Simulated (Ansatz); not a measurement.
## Electron scattering at the Σ5 (210) boundary in fcc Pt

How much does the Σ5 (210) boundary in fcc Pt reflect electrons?

Calculated with Ansatz 0.2.0; Ansatz plane-wave DFT, LDA, PAW files; relaxation of a bicrystal slab with its lowest layers held; PAW set soft_1, in the first sound run; inputs show where later runs differ.

Report form: the programs' logs are mostly left out.

## 1. The structure

The cell holds 21 atoms: 21 Pt. Cell: a = 4.803 Å, b = 3.922 Å, c = 29.416 Å, α = 90.0°, β = 90.0°, γ = 65.9°. It derives from Pt. built on the (2 1 0) plane; 2 overlapping atoms removed and the grains opened by 0 Å. Vacuum lies along c.

## 2. Relaxing the bicrystal

The boundary is built by mirroring the lower grain in the boundary plane and removing any atoms that overlap. A thin bicrystal slab is relaxed first, with the lowest layers held and the upper grain free to shift and open.

Contents of input.yaml:

```yaml
crystal:
  lattice:
    - [4.8032044366, 0.0, 0.0]
    - [1.6010681455, 3.58009721, 0.0]
    - [0.0, 0.0, 29.4157639274]
  atoms:
    - { symbol: Pt, position: [0.6, 0.7, 0.1699768876] }
    - { symbol: Pt, position: [0.2, 0.4, 0.1997888327] }
    - { symbol: Pt, position: [0.8, 0.1, 0.2296007779] }
    - { symbol: Pt, position: [0.4, 0.8, 0.259412723] }
    - { symbol: Pt, position: [0.0, 0.5, 0.2892246681] }
    - { symbol: Pt, position: [0.6, 0.2, 0.3190366132] }
    - { symbol: Pt, position: [0.2, 0.9, 0.3488485583] }
    - { symbol: Pt, position: [0.8, 0.6, 0.3786605034] }
    - { symbol: Pt, position: [0.4, 0.3, 0.4084724485] }
    - { symbol: Pt, position: [0.0, 0.0, 0.4382843936] }
    - { symbol: Pt, position: [0.8, 0.6, 0.4979082838] }
    - { symbol: Pt, position: [0.2, 0.9, 0.5277202289] }
    - { symbol: Pt, position: [0.6, 0.2, 0.557532174] }
    - { symbol: Pt, position: [0.0, 0.5, 0.5873441191] }
    - { symbol: Pt, position: [0.4, 0.8, 0.6171560642] }
    - { symbol: Pt, position: [0.8, 0.1, 0.6469680093] }
    - { symbol: Pt, position: [0.2, 0.4, 0.6767799544] }
    - { symbol: Pt, position: [0.6, 0.7, 0.7065918995] }
    - { symbol: Pt, position: [0.0, 0.0, 0.7364038446] }
    - { symbol: Pt, position: [0.4, 0.3, 0.7662157897] }
    - { symbol: Pt, position: [0.8, 0.6, 0.7960277348] }
kpoints:
  mp_grid: { grid: [7, 7, 1] }
hamiltonian:
  xc: lda
  pseudopotentials: { kind: paw, azcp: { folder: soft_1 }, xc_functional: pbe }
scf:
  occupations: { method: fermi_dirac, width: 0.1 }
relax:
  f_tol: 0.03
  max_steps: 80
  constraints: [{ sites: [0, 1, 2, 3] }]
```

Command:

```
ansatz run input.yaml --threads 4 --pin off --max-ram 15360MiB --backend cpu --events-out ev --progress --plain --runs-dir out
```

Elapsed: 15 min, on 4 threads of Arm Neoverse V1, shared host; peak memory 2.9 GiB.

The steps of the relaxation:

```tsv
step	energy less that of the first step (eV)	largest force component (eV/Å)
1	0.0000	1.9399
2	-0.4309	0.7032
3	-0.7212	0.2058
4	-0.9170	0.0991
5	-1.0347	0.0623
6	-1.0756	0.0885
7	-1.0841	0.0548
8	-1.1020	0.1993
9	-1.1180	0.0841
10	-1.1298	0.0699
11	-1.1380	0.1185
12	-1.1419	0.0538
13	-1.1428	0.0309
14	-1.1431	0.0069
```

The run keeps the 2 symmetry operations that it works with, so distortions that break them were not tested.

The atoms that moved most (Å):

```tsv
atom	dx	dy	dz	length
Pt11	-0.661	0.296	-0.790	1.071
Pt21	-0.418	0.187	-0.924	1.031
Pt13	-0.546	0.244	-0.747	0.957
Pt14	-0.565	0.253	-0.662	0.906
Pt18	-0.458	0.205	-0.743	0.896
Pt17	-0.494	0.221	-0.673	0.864
Pt16	-0.482	0.215	-0.682	0.863
Pt15	-0.497	0.222	-0.630	0.832
```

This step gave:

```
free energy             : -257165.2597 eV
energy at zero smearing : -257164.7016 eV
Fermi energy            : 12.25 eV
```

The largest force component on a free atom ends at 0.0069 eV/Å, under the tolerance of 0.03, after 14 steps.

## 3. Transmission across the boundary

Bulk layers of each grain are laid under and over the relaxed boundary, and a lead is named in the middle of each, away from the free faces. The mesh across the current, 18×18, is finer than the density's, because channels open and close sharply across the zone. Energies from -0.1 to 0.1 eV in steps of 0.05 eV are too few for the program's thermal sum, so it prints no conductance; for a metal the transmission near the Fermi level serves, at a fraction of the cost.

This step: Ansatz plane-wave DFT, LDA, PAW files; ballistic transport by layer matching (Landauer), zero bias; boundary relaxed in a short slab, bulk layers laid on; PAW set soft_1 (Ansatz 0.2.0).

System of this step: Σ5 (210) boundary in fcc Pt. The cell holds 48 atoms: 48 Pt. Cell: a = 4.803 Å, b = 3.922 Å, c = 49.463 Å, α = 90.0°, β = 90.0°, γ = 65.9°. It derives from Pt. Regions: lower grain, 20 atoms (20 Pt); boundary, 12 atoms (12 Pt); upper grain, 16 atoms (16 Pt). Vacuum lies along c.

Contents of input.yaml:

```yaml
crystal:
  lattice:
    - [4.8032044366, 0.0, 0.0]
    - [1.6010681455, 3.58009721, 0.0]
    - [0.0, 0.0, 49.4633296659]
  atoms:
    - { symbol: Pt, position: [-15.6, 7.8, 0.080867989] }
    - { symbol: Pt, position: [-15.0, 7.5, 0.0985971056] }
    - { symbol: Pt, position: [-14.4, 7.2, 0.1163262222] }
    - { symbol: Pt, position: [-13.8, 6.9, 0.1340553388] }
    - { symbol: Pt, position: [-13.2, 6.6, 0.1517844554] }
    - { symbol: Pt, position: [-12.6, 6.3, 0.169513572] }
    - { symbol: Pt, position: [-12.0, 6.0, 0.1872426887] }
    - { symbol: Pt, position: [-11.4, 5.7, 0.2049718053] }
[... 36 atom lines left out ...]
    - { symbol: Pt, position: [-11.5241337518, 5.7620668759, 0.8659446612] }
    - { symbol: Pt, position: [-12.1241337518, 6.0620668759, 0.8836737778] }
    - { symbol: Pt, position: [-12.7241337518, 6.3620668759, 0.9014028944] }
    - { symbol: Pt, position: [-13.3241337518, 6.6620668759, 0.919132011] }
kpoints:
  mp_grid: { grid: [7, 7, 1] }
hamiltonian:
  xc: lda
  pseudopotentials: { kind: paw, azcp: { folder: soft_1 }, xc_functional: pbe }
scf:
  occupations: { method: fermi_dirac, width: 0.1 }
output:
  transmission:
    leads: [[11, 12], [38, 39]]
    kmesh: [18, 18]
    e_range: [-0.1, 0.1]
    de: 0.05
  write_potential: true
  write_density: true
  volumetric_format: npy
  elf: true
```

Run time: 19 min. Hardware: 4 threads; peak memory 11 GiB; 71 min of CPU time.

This step gave:

| Item | Value |
| --- | --- |
| free energy | -587815.0358 eV |
| energy at zero smearing | -587813.7086 eV |
| Fermi energy | 18.74 eV |
| cell area | 17.20 Å² |
| transmission per spin nearest the Fermi level | 2.305 |
| open channels per spin nearest the Fermi level | 4.827 |
| open channels per spin, upper lead | 4.802 |
| step of the lead's potential | 14.2 meV |
| step of the upper lead's potential | 13.9 meV |

Per spin. Transmission, zone mean against energy, zero at the Fermi level:

```tsv
energy (eV)	transmission, zone mean
-0.1000	2.53
-0.0500	2.43
0.0000	2.31
0.0500	2.09
0.1000	1.93
```

Per spin. The open channels, zone mean by energy, zero at the Fermi level:

```tsv
energy (eV)	lead	upper lead
-0.1000	5.30	5.28
-0.0500	5.02	5.04
0.0000	4.83	4.80
0.0500	4.26	4.26
0.1000	3.80	3.82
```

Transmission over k1 and k2. At 0.0000 eV from the Fermi level.

Values, 12 rows by 16 columns, each cell a mean:
```
2.60 3.03 2.88 2.95 2.91 2.92 2.81 2.53 1.61 2.18 2.03 2.24 2.18 1.95 1.86 1.88
2.38 3.23 3.15 3.23 3.16 2.77 2.34 1.83 1.68 2.22 2.74 2.84 2.44 2.07 1.55 2.14
2.58 3.06 3.40 3.16 2.68 2.46 2.41 2.45 2.11 2.07 1.95 2.18 2.17 2.36 2.48 2.43
2.26 2.16 2.28 2.22 2.01 2.05 2.09 2.24 1.83 1.30 1.31 1.99 2.13 2.08 1.91 2.11
2.39 2.79 1.93 2.19 2.10 2.02 2.04 2.12 2.06 2.06 2.08 2.09 2.04 2.08 2.15 2.03
3.64 3.03 2.00 2.27 2.34 2.46 2.43 2.40 2.38 2.40 2.45 2.42 2.30 2.24 2.11 2.76
2.70 1.98 2.25 2.19 2.09 2.11 2.11 2.10 2.11 2.13 2.08 2.08 2.21 2.27 1.90 3.03
1.90 1.92 1.72 1.91 2.02 1.91 1.45 1.35 1.82 2.10 1.91 1.77 1.81 1.99 1.86 2.16
2.72 2.52 2.57 2.39 2.28 2.17 1.66 2.04 2.25 2.44 2.50 2.56 2.77 2.98 3.30 2.88
2.29 2.21 1.93 2.07 2.33 2.65 2.61 2.14 1.94 1.98 2.30 2.61 3.08 3.36 3.34 3.25
2.35 1.88 1.65 2.13 2.42 2.49 2.26 2.22 1.39 2.35 2.69 2.97 2.95 3.01 2.88 3.09
2.21 2.11 2.19 1.82 1.88 1.87 2.13 2.20 1.97 2.41 2.48 2.17 2.17 2.19 2.48 2.47
```
Columns: k1 (b1) from -0.5 to 0.444; rows upwards: k2 (b2) from -0.5 to 0.444.

Open channels over k1 and k2. At 0.0000 eV from the Fermi level.

Values, 12 rows by 16 columns, each cell a mean:
```
5.22 6.56 4.89 4.67 4.48 5.22 6.19 5.15 3.85 5.11 4.22 4.30 4.11 4.33 4.41 4.33
5.89 7.37 6.22 6.30 6.85 6.56 5.30 4.41 4.44 5.41 5.78 6.00 5.44 5.22 4.04 4.85
5.37 6.04 7.00 6.19 5.63 5.78 5.22 5.00 4.00 4.00 4.22 4.37 4.19 4.78 5.26 5.93
5.22 4.56 5.22 5.15 4.96 5.11 5.59 4.48 3.85 2.52 2.67 4.00 4.93 5.22 4.74 5.26
4.74 5.04 4.00 4.00 4.00 4.00 4.00 4.30 4.33 4.33 4.22 4.00 4.00 4.00 4.00 4.00
7.19 5.56 4.00 4.00 4.00 4.44 4.67 5.56 5.67 5.52 4.89 4.37 4.00 4.00 4.00 5.19
5.19 4.00 4.00 4.00 4.00 4.00 4.52 4.67 4.67 4.52 4.00 4.00 4.00 4.00 4.00 5.48
4.67 4.52 4.22 4.96 4.59 4.00 2.96 2.67 4.00 4.30 5.11 4.37 4.37 4.67 4.15 4.30
5.70 5.93 5.44 4.85 4.30 4.22 3.30 3.89 4.11 5.00 5.33 5.85 5.85 5.78 7.22 5.59
5.63 5.11 4.56 4.85 5.04 5.56 5.67 4.78 4.63 4.48 5.33 6.44 6.81 6.44 6.85 7.30
4.96 4.44 4.22 4.89 4.89 5.11 4.74 5.56 3.52 5.15 5.89 5.59 5.04 5.33 5.07 6.78
4.44 5.26 4.44 3.19 3.19 3.11 4.30 5.56 4.19 5.67 5.00 3.52 3.33 3.33 4.63 6.19
```
Columns: k1 (b1) from -0.5 to 0.444; rows upwards: k2 (b2) from -0.5 to 0.444.

Electrostatic potential energy in the cb plane at fractional x = 0.635, with atoms of Pt within 0.2 Å of it. With pseudopotentials it is smooth inside the atoms' cores, unlike the true potential.

Ten even steps from '0' (-47 eV) to '9' (24 eV), each cell a mean:
```
98889998777899899998878898889998778999999999
86678986212689998899999986678986213799999999
74358983000389988899999863358983000489999999
74358983000489988899999973358983000489999999
87678996313699998999999987679996323799999999
99899998878898889998777899899999878999999999
89998899999986678986212699998999999999999999
89988889999973358983000489988899999999999999
89988899999974358983000489988899999999999999
99998999999987678996313799998999999999999999
```
Columns run along c (16.0 Å, from fractional 0.68 to 1.00 of the cell; values clipped at the 3rd and 97th percentile), rows up along b (3.9 Å). Atoms in or near the plane, at fractional coordinates: Pt at (0.74, 0.66), Pt at (0.83, 0.16), Pt at (0.92, 0.66).

ELF in the cb plane at fractional x = 0.635, with atoms of Pt within 0.2 Å of it. It is the smooth field of the valence electrons, not physical close to the nuclei.

Values, 6 rows by 16 columns, each cell a mean:
```
0.28 0.27 0.27 0.41 0.27 0.26 0.25 0.27 0.27 0.30 0.25 0.33 0.39 0.17 0.03 0.00
0.42 0.36 0.36 0.57 0.34 0.25 0.27 0.17 0.25 0.47 0.29 0.47 0.55 0.24 0.04 0.00
0.35 0.31 0.32 0.53 0.30 0.25 0.25 0.20 0.24 0.38 0.26 0.42 0.51 0.21 0.04 0.00
0.25 0.26 0.24 0.28 0.27 0.29 0.25 0.39 0.32 0.25 0.25 0.26 0.27 0.13 0.02 0.00
0.24 0.27 0.24 0.16 0.33 0.44 0.29 0.54 0.45 0.23 0.28 0.23 0.15 0.06 0.01 0.00
0.24 0.26 0.24 0.19 0.29 0.36 0.26 0.50 0.40 0.23 0.26 0.23 0.19 0.09 0.01 0.00
```
Columns run along c (16.0 Å, from fractional 0.68 to 1.00 of the cell), rows up along b (3.9 Å). Atoms in or near the plane, at fractional coordinates: Pt at (0.74, 0.66), Pt at (0.83, 0.16), Pt at (0.92, 0.66).

Valence density in the cb plane at fractional x = 0.635, with atoms of Pt within 0.2 Å of it. It is the smooth field of the valence electrons, not physical close to the nuclei.

Ten steps, logarithmic in the rise over the least value, from '0' (0.00 × 1e0 e/Å³) to '9' (9.95 × 1e0 e/Å³), each cell a mean:
```
33333223454333333223444333333223454210000000
45553235787532233332222345543235887521000000
56764347999742234432222357764347999631000000
46764347999732234432222356764347999631000000
34543235787532233332222345543235787420000000
33333223444333333223454333333223443210000000
32233332222345543235787532233332221100000000
42234432222357764347999732234432211000000000
42234432222356764347999632234432211000000000
32233332222335543235787532233322222100000000
```
Columns run along c (16.0 Å, from fractional 0.68 to 1.00 of the cell), rows up along b (3.9 Å). Atoms in or near the plane, at fractional coordinates: Pt at (0.74, 0.66), Pt at (0.83, 0.16), Pt at (0.92, 0.66).

Over the solved energies the transmission per spin lies between 1.93 and 2.53, out of 4.64 channels of the lead on average (up to 5.30).

## 4. Specific resistance

This step: Ansatz plane-wave DFT, LDA, PAW files; ballistic transport by layer matching (Landauer), zero bias; specific resistance of the boundary; PAW set soft_1 (Ansatz 0.2.0).

This step gave:

```
area resistance                      : 0.5058 fΩ m²
T over the leads' mean channel count : 0.4860
```

Averaged over the energies near the Fermi level, 48.6 % of the channels pass, which makes 0.506 fΩ m².

By hand, with T and the leads' channels N averaged over the energies near the Fermi level: RA = A (h/2e²)(1/T − ½[1/N₁ + 1/N₂]) = 17.20×10⁻²⁰ m² × 12 906 Ω × (1/2.255 − ½[1/4.641 + 1/4.641]) = 0.506 fΩ m².

## 5. Single-crystal slab for reference

The free faces cost energy too. A single-crystal slab with the same faces and held layers is relaxed, so that they cancel.

This step: Ansatz plane-wave DFT, LDA, PAW files; relaxation of a single-crystal slab with its lowest layers held; PAW set soft_1 (Ansatz 0.2.0).

System of this step: Pt slab, plane (2, 1, 0). The cell holds 22 atoms: 22 Pt. Cell: a = 4.803 Å, b = 3.922 Å, c = 29.416 Å, α = 90.0°, β = 90.0°, γ = 65.9°. It derives from Pt. Vacuum lies along c.

Contents of input.yaml:

```yaml
crystal:
  lattice:
    - [4.8032044366, 0.0, 0.0]
    - [1.6010681455, 3.58009721, 0.0]
    - [0.0, 0.0, 29.4157639274]
  atoms:
    - { symbol: Pt, position: [0.4, 0.3, 0.1699768876] }
    - { symbol: Pt, position: [0.0, 0.0, 0.1997888327] }
    - { symbol: Pt, position: [0.6, 0.7, 0.2296007779] }
    - { symbol: Pt, position: [0.2, 0.4, 0.259412723] }
    - { symbol: Pt, position: [0.8, 0.1, 0.2892246681] }
    - { symbol: Pt, position: [0.4, 0.8, 0.3190366132] }
    - { symbol: Pt, position: [0.0, 0.5, 0.3488485583] }
    - { symbol: Pt, position: [0.6, 0.2, 0.3786605034] }
    - { symbol: Pt, position: [0.2, 0.9, 0.4084724485] }
    - { symbol: Pt, position: [0.8, 0.6, 0.4382843936] }
    - { symbol: Pt, position: [0.4, 0.3, 0.4680963387] }
    - { symbol: Pt, position: [0.0, 0.0, 0.4979082838] }
    - { symbol: Pt, position: [0.6, 0.7, 0.5277202289] }
    - { symbol: Pt, position: [0.2, 0.4, 0.557532174] }
    - { symbol: Pt, position: [0.8, 0.1, 0.5873441191] }
    - { symbol: Pt, position: [0.4, 0.8, 0.6171560642] }
    - { symbol: Pt, position: [0.0, 0.5, 0.6469680093] }
    - { symbol: Pt, position: [0.6, 0.2, 0.6767799544] }
    - { symbol: Pt, position: [0.2, 0.9, 0.7065918995] }
    - { symbol: Pt, position: [0.8, 0.6, 0.7364038446] }
    - { symbol: Pt, position: [0.4, 0.3, 0.7662157897] }
    - { symbol: Pt, position: [0.0, 0.0, 0.7960277348] }
kpoints:
  mp_grid: { grid: [7, 7, 1] }
hamiltonian:
  xc: lda
  pseudopotentials: { kind: paw, azcp: { folder: soft_1 }, xc_functional: pbe }
scf:
  occupations: { method: fermi_dirac, width: 0.1 }
relax:
  f_tol: 0.03
  max_steps: 80
  constraints: [{ sites: [0, 1, 2, 3] }]
```

Run time: 5.5 min. Hardware: 4 threads; peak memory 3 GiB; 21 min of CPU time.

Relaxation path:

```tsv
step	energy less that of the first step (eV)	largest force component (eV/Å)
1	0.0000	1.9795
2	-0.2701	0.6637
3	-0.3449	0.6341
4	-0.3897	0.0553
5	-0.3907	0.0082
```

The atoms that moved most (Å):

```tsv
atom	dx	dy	dz	length
Pt22	-0.058	0.026	-0.469	0.473
Pt19	-0.041	0.018	-0.282	0.286
Pt21	-0.102	0.045	-0.218	0.244
Pt20	-0.140	0.063	-0.154	0.218
Pt18	-0.019	0.008	-0.204	0.205
Pt17	-0.039	0.018	-0.197	0.202
Pt16	-0.034	0.015	-0.179	0.183
Pt15	-0.025	0.011	-0.172	0.175
```

The relaxed structure:

```xyz
22
Lattice="4.8032 0.0000 0.0000 1.6011 3.5801 0.0000 0.0000 0.0000 29.4158" Properties=species:S:1:pos:R:3
Pt    2.4016    1.0740    5.0000
Pt    0.0000    0.0000    5.8769
Pt    4.0027    2.5061    6.7539
Pt    1.6011    1.4320    7.6308
Pt    3.9749    0.3704    8.4745
Pt    3.1670    2.8798    9.3529
Pt    0.7645    1.8062   10.1903
Pt    3.1622    0.7339   11.0656
Pt    2.3596    3.2409   11.9330
Pt    4.7697    2.1631   12.7826
Pt    2.3726    1.0870   13.6533
Pt   -0.0329    0.0147   14.5172
Pt    3.9751    2.5184   15.3860
Pt    1.5789    1.4419   16.2369
Pt    3.9776    0.3692   17.1048
Pt    3.1684    2.8792   17.9747
Pt    0.7613    1.8076   18.8341
Pt    3.1836    0.7243   19.7044
Pt    2.3607    3.2404   20.5027
Pt    4.6629    2.2108   21.5074
Pt    2.2999    1.1195   22.3213
Pt   -0.0584    0.0261   22.9469
```

This step gave:

- free energy: -269412.9555 eV
- energy at zero smearing: -269412.3561 eV
- Fermi energy: 13.15 eV

The largest force component on a free atom ends at 0.0082 eV/Å, under the tolerance of 0.03, after 5 steps.

## 6. Bulk reference

The perfect crystal gives the energy per atom, for the atoms by which bicrystal and slab differ.

This step: Ansatz plane-wave DFT, LDA, PAW files; bulk reference; PAW set soft_1 (Ansatz 0.2.0).

System of this step: Pt. Symmetry: Fm-3m, No. 225, cubic system. The conventional cell has a = 3.922 Å, b = 3.922 Å, c = 3.922 Å, α = 90.00°, β = 90.00°, γ = 90.00°. Nearest to Pt lie 12 Pt at 2.77 Å.

input.yaml, the sections that differ from step 5:

```yaml
crystal:
  lattice:
    - [0.0, 1.9609, 1.9609]
    - [1.9609, 0.0, 1.9609]
    - [1.9609, 1.9609, 0.0]
  atoms:
    - { symbol: Pt, position: [0.0, 0.0, 0.0] }
kpoints:
  mp_grid: { grid: [19, 19, 19] }
# hamiltonian, scf: as in step 5
# relax: removed
```

Run time: 0.66 s. Hardware: 4 threads; peak memory 0.29 GiB.

This step gave:

```yaml
free_energy: -12246.3005 eV
energy_at_zero_smearing: -12246.2733 eV
fermi_energy: 23.04 eV
```

## 7. Boundary energy

This step: Ansatz plane-wave DFT, LDA, PAW files; bicrystal less single-crystal slab less bulk atoms, a boundary area; PAW set soft_1 (Ansatz 0.2.0).

This step gave:

| Quantity | Value |
| --- | --- |
| excess energy of the cell | 1.381 eV |
| boundary energy | 1.287 J/m² |

The boundary costs 1.3 J/m².

By hand: 1.38 eV / 17.20 Å² × 16.02 = 1.29 J/m².

## 8. Summary of results

```json
{
 "specific resistance of the boundary": "0.506 fΩ m²",
 "share of channels that pass": "0.486",
 "boundary energy": "1.29 J/m²"
}
```

What this shows: The boundary has a specific resistance of 0.51 fΩ m² and an energy of 1.3 J/m². The boundary reflects 51 % of the channels; 0.51 fΩ m² is 5.1×10⁻¹² Ω·cm². That equals the resistance of 4.7 nm of bulk Pt at 300 K (measured 10.8 µΩ cm, CRC Handbook of Chemistry and Physics, 84th ed., 2003, Electrical Resistivity of Pure Metals). In the relaxation the upper grain slid sideways by about 0.5 Å, so the result belongs to the position that it found, not to the starting one. One starting structure was relaxed; another shift or atom count at the boundary may lie lower. Spin-orbit coupling is left out, which matters for Pt.

[Logs are printed without paths, hosts, clocks, repeated set-up lines and the standing remarks that a program may print on its own settings, such as how far it seeks lower states.]

[Hosts, paths, dates, database ids (printed as entryN), source tags and the programs' standing remarks are cut or masked in the printed files.]
